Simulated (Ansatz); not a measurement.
# Gate voltage at the highest density: Cl-CC-Cl chair monolayer

A layer charged from two gates alike needs a voltage that grows with the carrier density; the slope is e over the total capacitance.

How it was computed: Ansatz 0.2.0, plane waves with PAW datasets (its set soft_2), PBEsol-D3(BJ); isolated slab, charged sheets 4.5 Å from the outer atoms behind model barriers, atoms held, Fermi-Dirac smearing of 0.05 eV. The voltage is that of the gates (their mean) against the layer's Fermi level, from the uncharged case, which has a gap of 1.41 eV.

```tsv
run	added electrons (10¹³ per cm²)	gate voltage (V)
run 1	−1.00	−0.99
run 2	−2.00	−1.36
run 3	−4.00	−2.07
run 4	−7.00	−3.12
run 5	−11.00	?
```

Q: Estimate the withheld value from the rows shown.

A least-squares line through the 4 rows shown has slope 0.3543 and intercept −0.6449; no row lies more than 0.01 V off it. The capacitance is 1.602/0.3543 = 4.52 µF/cm², against 3.94 µF/cm² for plates 4.5 Å apart in vacuum on both sides; it is the larger, as where the added charge has its centre outside the outer atoms (not examined here). The intercept is mostly the shift of the Fermi level from inside the gap to the band edge. At −11.00 it gives 0.3543 × (−11.00) + (−0.6449) = −4.54 V, beyond the rows fitted. Rounding and scatter of the rows alone allow about ±0.023 V there.

The run itself gives −4.50 V: a miss of +0.04 V, or 0.9 % of the value. The capacitance rises a little towards the highest density.

**Limits.** The gates are model sheets, not atoms, and low densities sample few k-points.

[Logs are printed without paths, hosts, clocks, repeated set-up lines and the standing remarks that a program may print on its own settings, such as how far it seeks lower states.]
